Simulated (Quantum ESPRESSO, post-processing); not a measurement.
# 1T-SnSe2, 3 layers, AA stacking: a series in the field along the normal, part 4 of 4

Wanted: a table for 1T-SnSe2, 3 layers, AA stacking against the field along the normal, and what can be fitted to it.

Quantum ESPRESSO 7.5; plane-wave DFT, PBE, GBRV ultrasoft pseudopotentials.

So far. Step 2 (Variable-cell relaxation of the reference):  The last row is no step: it is a fresh SCF in the final cell with a new plane-wave basis, +34 meV from the row before, a sign that the cell is biased by the basis (Pulay stress). Step 5 (Band structure, 0 V/Å): Along this path the valence top lies between Γ and M and the conduction bottom at M.

**6. Self-consistent run, 0.05 V/Å**

Input file m1.scf.in:

```
&control
  prefix = 'm1.scf'
  outdir = './out'
  pseudo_dir = './pseudo'
  calculation = 'scf'
  tprnfor = .true.
  tefield = .true.
  dipfield = .true.
/
&system
  ibrav = 0
  nat = 9
  ntyp = 2
  ecutwfc = 40
  ecutrho = 200
  occupations = 'smearing'
  smearing = 'fd'
  degauss = 0.002
  edir = 3
  emaxpos = 0.97
  eopreg = 0.04
  eamp = 0.00097235
  nbnd = 45
/
&electrons
  conv_thr = 1e-09
  mixing_beta = 0.4
  electron_maxstep = 120
  mixing_mode = 'plain'
  startingpot = 'file'
/
ATOMIC_SPECIES
  Se  78.9710  se_pbe_v1.uspp.F.UPF
  Sn  118.7100  sn_pbe_v1.4.uspp.F.UPF
CELL_PARAMETERS angstrom
  3.81364117500000 0.00000000000000 0.00000000000000
  -1.90682058800000 3.30271013900000 0.00000000000000
  0.00000000000000 0.00000000000000 29.73146712900000
ATOMIC_POSITIONS crystal
  Se  0.666666666700 0.333333333300 0.241578178700
  Sn  0.000000000000 0.000000000000 0.295528711000
  Se  0.333333333300 0.666666666700 0.349515168400
  Se  0.666666666700 0.333333333300 0.446038539900
  Sn  0.000000000000 0.000000000000 0.500000000000
  Se  0.333333333300 0.666666666700 0.553961460100
  Se  0.666666666700 0.333333333300 0.650484831600
  Sn  0.000000000000 0.000000000000 0.704471289000
  Se  0.333333333300 0.666666666700 0.758421821300
K_POINTS automatic
  6 6 1 0 0 0
```

Run with:

```console
$ cp -r out/m0.scf.save out/m1.scf.save
$ OMP_NUM_THREADS=1 mpirun -n 4 pw.x -nk 2 -in m1.scf.in > m1.scf.out
```

Log:

```text
[banner, memory and clock lines left out]
Program PWSCF v.7.5 starts
[...]
number of electrons       =        78.00
     number of Kohn-Sham states=           45
     kinetic-energy cutoff     =      40.0000  Ry
     charge density cutoff     =     200.0000  Ry
[...]
number of k points=    20  Fermi-Dirac smearing, width (Ry)=  0.0020
[...]
Dense  grid:   120697 G-vectors     FFT dimensions: (  36,  36, 256)
[...]
The initial density is read from file :
[...]
negative rho (up, down):  3.868E-04 0.000E+00
[...]
Starting wfcs are   51 randomized atomic wfcs
[...]
negative rho (up, down):  3.865E-04 0.000E+00
[...]
estimated scf accuracy    <       0.01939948 Ry
[...]
negative rho (up, down):  3.838E-04 0.000E+00
[...]
estimated scf accuracy    <      14.30585071 Ry
[...]
negative rho (up, down):  3.845E-04 0.000E+00
[...]
estimated scf accuracy    <       0.00985863 Ry
[...]
negative rho (up, down):  3.851E-04 0.000E+00
[...]
estimated scf accuracy    <       0.00535720 Ry
[...]
negative rho (up, down):  3.854E-04 0.000E+00
[...]
estimated scf accuracy    <       0.00477266 Ry
[...]
negative rho (up, down):  3.858E-04 0.000E+00
[...]
estimated scf accuracy    <       0.00430945 Ry
[...]
negative rho (up, down):  3.862E-04 0.000E+00
[...]
estimated scf accuracy    <       0.00317398 Ry
[...]
negative rho (up, down):  3.864E-04 0.000E+00
[...]
estimated scf accuracy    <       0.00222927 Ry
[...]
negative rho (up, down):  3.865E-04 0.000E+00
[...]
estimated scf accuracy    <       0.00188469 Ry
[...]
negative rho (up, down):  3.868E-04 0.000E+00
[...]
estimated scf accuracy    <       0.00157086 Ry
[...]
negative rho (up, down):  3.873E-04 0.000E+00
[...]
estimated scf accuracy    <       0.00072304 Ry
[...]
negative rho (up, down):  3.872E-04 0.000E+00
[...]
estimated scf accuracy    <       0.00000053 Ry
[...]
negative rho (up, down):  3.870E-04 0.000E+00
[...]
estimated scf accuracy    <       0.00000145 Ry
[...]
negative rho (up, down):  3.870E-04 0.000E+00
[...]
estimated scf accuracy    <       0.00000045 Ry
[...]
negative rho (up, down):  3.869E-04 0.000E+00
[...]
estimated scf accuracy    <       0.00000008 Ry
[...]
negative rho (up, down):  3.868E-04 0.000E+00
[...]
estimated scf accuracy    <          8.6E-09 Ry
[...]
negative rho (up, down):  3.868E-04 0.000E+00
[...]
estimated scf accuracy    <          7.1E-09 Ry
[...]
negative rho (up, down):  3.868E-04 0.000E+00
[...]
estimated scf accuracy    <          3.1E-09 Ry
[...]
negative rho (up, down):  3.868E-04 0.000E+00
[...]
Computed dipole along edir(3) :
        Dipole                0.1081 Ry au,          0.2748 Debye
        Dipole field          0.0005 Ry au,
        E field amplitude [Ha a.u.]:  9.7235E-04
        Potential amp.        0.0469 Ry
        Total length         53.9370 bohr
[...]
the Fermi energy is     2.2048 ev
!    total energy              =    -739.53953710 Ry
     estimated scf accuracy    <          1.7E-10 Ry
     smearing contrib. (-TS)   =      -0.00000019 Ry
     internal energy E=F+TS    =    -739.53953691 Ry
[...]
one-electron contribution =   -2870.55080404 Ry
     hartree contribution      =    1466.81600292 Ry
     xc contribution           =    -307.41129207 Ry
     ewald contribution        =     971.60670842 Ry
     electric field correction =      -0.00015214 Ry
     convergence has been achieved in  19 iterations
     negative rho (up, down):  3.868E-04 0.000E+00
[...]
Total force =     0.006019     Total SCF correction =     0.000040
[...]
```

It took 2.2 min on 4 MPI ranks of Arm Neoverse V2, shared host; peak memory 0.86 GiB.

Numbers from this step:

- free energy: -10061.9480 eV
- Fermi energy: 2.205 eV
- dipole along the normal: 0.05721 e·Å
- valence top, on the run's zero: 1.895 eV
- conduction bottom, on the run's zero: 2.496 eV
- gap by band count: 0.6009 eV

**7. Self-consistent run, 0.4 V/Å**

m9.scf.in is the input of step 6 with these lines changed:

```diff
@@ -1,3 +1,3 @@
 &control
-  prefix = 'm1.scf'
+  prefix = 'm9.scf'
   outdir = './out'
@@ -21,3 +21,3 @@
   eopreg = 0.04
-  eamp = 0.00097235
+  eamp = 0.00777876
   nbnd = 45
```

Run with:

```console
$ cp -r out/m0.scf.save out/m9.scf.save
$ OMP_NUM_THREADS=1 mpirun -n 4 pw.x -nk 2 -in m9.scf.in > m9.scf.out
```

Log:

```text
[banner, memory and clock lines left out]
Program PWSCF v.7.5 starts
[...]
number of electrons       =        78.00
     number of Kohn-Sham states=           45
     kinetic-energy cutoff     =      40.0000  Ry
     charge density cutoff     =     200.0000  Ry
[...]
number of k points=    20  Fermi-Dirac smearing, width (Ry)=  0.0020
[...]
Dense  grid:   120697 G-vectors     FFT dimensions: (  36,  36, 256)
[...]
The initial density is read from file :
[...]
negative rho (up, down):  3.868E-04 0.000E+00
[...]
Starting wfcs are   51 randomized atomic wfcs
[...]
negative rho (up, down):  1.200E-04 0.000E+00
[...]
estimated scf accuracy    <      60.24468640 Ry
[...]
estimated scf accuracy    <   15351.16048694 Ry
[...]
estimated scf accuracy    <    3473.91183837 Ry
[...]
estimated scf accuracy    <     203.19520520 Ry
[...]
estimated scf accuracy    <      17.17845400 Ry
[...]
estimated scf accuracy    <       0.71200575 Ry
[...]
estimated scf accuracy    <       0.21961271 Ry
[...]
estimated scf accuracy    <       0.43240838 Ry
[...]
estimated scf accuracy    <       0.44523609 Ry
[...]
negative rho (up, down):  8.828E-06 0.000E+00
[...]
estimated scf accuracy    <       0.44269653 Ry
[...]
negative rho (up, down):  8.446E-05 0.000E+00
[...]
estimated scf accuracy    <       0.42382204 Ry
[...]
negative rho (up, down):  2.284E-05 0.000E+00
[...]
estimated scf accuracy    <       0.05479715 Ry
[...]
negative rho (up, down):  5.804E-05 0.000E+00
[...]
estimated scf accuracy    <       0.02735877 Ry
[...]
negative rho (up, down):  3.569E-04 0.000E+00
[...]
estimated scf accuracy    <       0.01419295 Ry
[...]
negative rho (up, down):  2.025E-03 0.000E+00
[...]
estimated scf accuracy    <       0.00468983 Ry
[...]
negative rho (up, down):  1.636E-03 0.000E+00
[...]
estimated scf accuracy    <       0.00342760 Ry
[...]
negative rho (up, down):  1.667E-03 0.000E+00
[...]
estimated scf accuracy    <       0.00227417 Ry
[...]
negative rho (up, down):  1.054E-03 0.000E+00
[...]
estimated scf accuracy    <       0.00089942 Ry
[...]
negative rho (up, down):  5.323E-04 0.000E+00
[...]
estimated scf accuracy    <       0.00007477 Ry
[...]
negative rho (up, down):  4.120E-04 0.000E+00
[...]
estimated scf accuracy    <       0.00000396 Ry
[...]
negative rho (up, down):  3.775E-04 0.000E+00
[...]
estimated scf accuracy    <       0.00000014 Ry
[...]
negative rho (up, down):  3.805E-04 0.000E+00
[...]
estimated scf accuracy    <       0.00000002 Ry
[...]
negative rho (up, down):  3.811E-04 0.000E+00
[...]
estimated scf accuracy    <          8.7E-09 Ry
[...]
negative rho (up, down):  3.814E-04 0.000E+00
[...]
estimated scf accuracy    <          3.0E-09 Ry
[...]
negative rho (up, down):  3.829E-04 0.000E+00
[...]
Computed dipole along edir(3) :
        Dipole                0.8672 Ry au,          2.2041 Debye
        Dipole field          0.0043 Ry au,
        E field amplitude [Ha a.u.]:  7.7788E-03
        Potential amp.        0.3740 Ry
        Total length         53.9370 bohr
[...]
the Fermi energy is     2.2559 ev
!    total energy              =    -739.54616949 Ry
     estimated scf accuracy    <          5.9E-10 Ry
     smearing contrib. (-TS)   =      -0.00000987 Ry
     internal energy E=F+TS    =    -739.54615962 Ry
[...]
one-electron contribution =   -2870.52757971 Ry
     hartree contribution      =    1466.79477395 Ry
     xc contribution           =    -307.41031054 Ry
     ewald contribution        =     971.60670842 Ry
     electric field correction =      -0.00975173 Ry
     convergence has been achieved in  25 iterations
     negative rho (up, down):  3.829E-04 0.000E+00
[...]
Total force =     0.009635     Total SCF correction =     0.000100
[...]
```

Elapsed: 3.4 min, on 4 MPI ranks; peak memory 0.82 GiB; 14 min of CPU time.

Read from the output:

```
free energy                          : -10062.0382 eV
energy at zero smearing              : -10062.0382 eV
Fermi energy                         : 2.256 eV
dipole along the normal              : 0.4589 e·Å
valence top, on the run's zero       : 2.066 eV
conduction bottom, on the run's zero : 2.426 eV
gap by band count                    : 0.3595 eV
```

**8. Ground state, -0.4 V/Å**

m10.scf.in is the input of step 7 with these lines changed:

```diff
@@ -1,3 +1,3 @@
 &control
-  prefix = 'm9.scf'
+  prefix = 'm10.scf'
   outdir = './out'
@@ -21,3 +21,3 @@
   eopreg = 0.04
-  eamp = 0.00777876
+  eamp = -0.00777876
   nbnd = 45
```

Run with:

```console
$ cp -r out/m0.scf.save out/m10.scf.save
$ OMP_NUM_THREADS=1 mpirun -n 4 pw.x -nk 2 -in m10.scf.in > m10.scf.out
```

Log:

```text
[banner, memory and clock lines left out]
Program PWSCF v.7.5 starts
[...]
number of electrons       =        78.00
     number of Kohn-Sham states=           45
     kinetic-energy cutoff     =      40.0000  Ry
     charge density cutoff     =     200.0000  Ry
[...]
number of k points=    20  Fermi-Dirac smearing, width (Ry)=  0.0020
[...]
Dense  grid:   120697 G-vectors     FFT dimensions: (  36,  36, 256)
[...]
The initial density is read from file :
[...]
negative rho (up, down):  3.868E-04 0.000E+00
[...]
Starting wfcs are   51 randomized atomic wfcs
[...]
negative rho (up, down):  1.618E-04 0.000E+00
[...]
estimated scf accuracy    <      59.84790700 Ry
[...]
estimated scf accuracy    <   15563.33978348 Ry
[...]
estimated scf accuracy    <    3531.88883282 Ry
[...]
estimated scf accuracy    <     196.99436128 Ry
[...]
estimated scf accuracy    <      16.82155984 Ry
[...]
estimated scf accuracy    <       0.72825596 Ry
[...]
negative rho (up, down):  1.624E-08 0.000E+00
[...]
estimated scf accuracy    <       0.18364499 Ry
[...]
negative rho (up, down):  4.623E-08 0.000E+00
[...]
estimated scf accuracy    <       0.19891276 Ry
[...]
negative rho (up, down):  8.124E-08 0.000E+00
[...]
estimated scf accuracy    <       0.43046916 Ry
[...]
negative rho (up, down):  8.032E-06 0.000E+00
[...]
estimated scf accuracy    <       0.42959604 Ry
[...]
negative rho (up, down):  7.839E-05 0.000E+00
[...]
estimated scf accuracy    <       0.52580398 Ry
[...]
negative rho (up, down):  3.492E-05 0.000E+00
[...]
estimated scf accuracy    <       0.04000409 Ry
[...]
negative rho (up, down):  6.410E-05 0.000E+00
[...]
estimated scf accuracy    <       0.02874481 Ry
[...]
negative rho (up, down):  2.925E-04 0.000E+00
[...]
estimated scf accuracy    <       0.02373878 Ry
[...]
negative rho (up, down):  3.403E-04 0.000E+00
[...]
estimated scf accuracy    <       0.00998299 Ry
[...]
negative rho (up, down):  7.994E-04 0.000E+00
[...]
estimated scf accuracy    <       0.01012235 Ry
[...]
negative rho (up, down):  2.872E-03 0.000E+00
[...]
estimated scf accuracy    <       0.00665698 Ry
[...]
negative rho (up, down):  1.378E-03 0.000E+00
[...]
estimated scf accuracy    <       0.00123594 Ry
[...]
negative rho (up, down):  7.654E-04 0.000E+00
[...]
estimated scf accuracy    <       0.00117271 Ry
[...]
negative rho (up, down):  6.328E-04 0.000E+00
[...]
estimated scf accuracy    <       0.00002379 Ry
[...]
negative rho (up, down):  4.657E-04 0.000E+00
[...]
estimated scf accuracy    <       0.00000686 Ry
[...]
negative rho (up, down):  3.860E-04 0.000E+00
[...]
estimated scf accuracy    <       0.00000066 Ry
[...]
negative rho (up, down):  3.792E-04 0.000E+00
[...]
estimated scf accuracy    <       0.00000013 Ry
[...]
negative rho (up, down):  3.810E-04 0.000E+00
[...]
estimated scf accuracy    <       0.00000006 Ry
[...]
negative rho (up, down):  3.821E-04 0.000E+00
[...]
estimated scf accuracy    <          3.7E-09 Ry
[...]
negative rho (up, down):  3.825E-04 0.000E+00
[...]
estimated scf accuracy    <          1.4E-09 Ry
[...]
negative rho (up, down):  3.831E-04 0.000E+00
[...]
Computed dipole along edir(3) :
        Dipole               -0.8670 Ry au,         -2.2037 Debye
        Dipole field         -0.0043 Ry au,
        E field amplitude [Ha a.u.]: -7.7788E-03
        Potential amp.       -0.3740 Ry
        Total length         53.9370 bohr
[...]
the Fermi energy is     2.1499 ev
!    total energy              =    -739.54616944 Ry
     estimated scf accuracy    <          2.9E-10 Ry
     smearing contrib. (-TS)   =      -0.00000986 Ry
     internal energy E=F+TS    =    -739.54615957 Ry
[...]
one-electron contribution =   -2870.52745944 Ry
     hartree contribution      =    1466.79465214 Ry
     xc contribution           =    -307.41031004 Ry
     ewald contribution        =     971.60670842 Ry
     electric field correction =      -0.00975064 Ry
     convergence has been achieved in  27 iterations
     negative rho (up, down):  3.831E-04 0.000E+00
[...]
Total force =     0.009611     Total SCF correction =     0.000080
[...]
```

Elapsed: 3.6 min, on 4 MPI ranks; peak memory 0.85 GiB; 14 min of CPU time.

Numbers from this step:

```
Fermi energy                         : 2.150 eV
dipole along the normal              : -0.4588 e·Å
valence top, on the run's zero       : 1.960 eV
conduction bottom, on the run's zero : 2.320 eV
gap by band count                    : 0.3596 eV
```

**9. The series side by side**

The series in one table, energies over the lowest:

```
the field along the normal  dipole (e Å)  gap along the path (eV)  upper vacuum line at the top atoms, over the zero (eV)  lower vacuum line at the bottom atoms, over the zero (eV)  energy (eV)
                  -0.4 V/Å       -0.4588                   0.3521                                                   5.964                                                       5.52       0.0000
                  -0.3 V/Å       -0.3438                   0.4336                                                   5.945                                                      5.617       0.0401
                  -0.2 V/Å       -0.2291                    0.512                                                   5.928                                                       5.71       0.0688
                  -0.1 V/Å       -0.1145                   0.5762                                                   5.905                                                      5.796       0.0859
                 -0.05 V/Å      -0.05721                   0.5965                                                   5.887                                                      5.833       0.0902
                     0 V/Å     6.246e-05                   0.6042                                                   5.863                                                      5.864       0.0917
                  0.05 V/Å       0.05721                   0.5965                                                   5.833                                                      5.887       0.0902
                   0.1 V/Å        0.1145                   0.5764                                                   5.796                                                      5.905       0.0859
                   0.2 V/Å        0.2292                   0.5127                                                   5.709                                                      5.929       0.0688
                   0.3 V/Å        0.3437                   0.4331                                                   5.617                                                      5.944       0.0401
                   0.4 V/Å        0.4589                   0.3527                                                   5.519                                                      5.965       0.0000
```

**10. By hand**

4πα/A = 180.95 × 1.1452 e Å²/V / 12.595 Å² = 16.45 Å.

In linear response the energy changes by −(p₀ + p)E/2: at 0.2 V/Å, −(0.0001 + 0.2292) × 0.2/2 = -0.0229 eV; the runs give -0.0229 eV.

**11. What came out**

```json
{
 "4πα/A from the weak fields": "16.45 Å",
 "gap along the path, at -0.4 V/Å and at 0.4 V/Å": "0.35, 0.35 eV",
 "upper vacuum line at the top atoms, over the zero, at -0.4 V/Å and at 0.4 V/Å": "5.96, 5.52 eV",
 "lower vacuum line at the bottom atoms, over the zero, at -0.4 V/Å and at 0.4 V/Å": "5.52, 5.96 eV"
}
```

The series holds 11 members; 4πα/A from the weak fields: 16.45 Å (PBE, GBRV ultrasoft). The strongest fields leave the weak-field line by 0.2 % of the induced dipole. From -0.4 V/Å to 0.4 V/Å the gap along the path goes from 0.35 to 0.35 eV by way of 0.60 at 0 V/Å. From -0.4 V/Å to 0.4 V/Å the upper vacuum line at the top atoms, over the zero falls from 5.96 to 5.52 eV. From -0.4 V/Å to 0.4 V/Å the lower vacuum line at the bottom atoms, over the zero rises from 5.52 to 5.96 eV. Ions are held; semilocal gaps are too small; in strong fields empty levels can belong to the vacuum; one stacking.

[Logs are printed without paths, hosts, clocks, repeated set-up lines and the standing remarks that a program may print on its own settings, such as how far it seeks lower states.]

[Hosts, paths, dates, database ids (printed as entryN), source tags and the programs' standing remarks are cut or masked in the printed files.]

[Maps of the electrostatic potential energy from Ansatz leave out the sawtooth potential of an applied field or a dipole correction, so their vacuum need not be flat; planar profiles and work functions include it.]
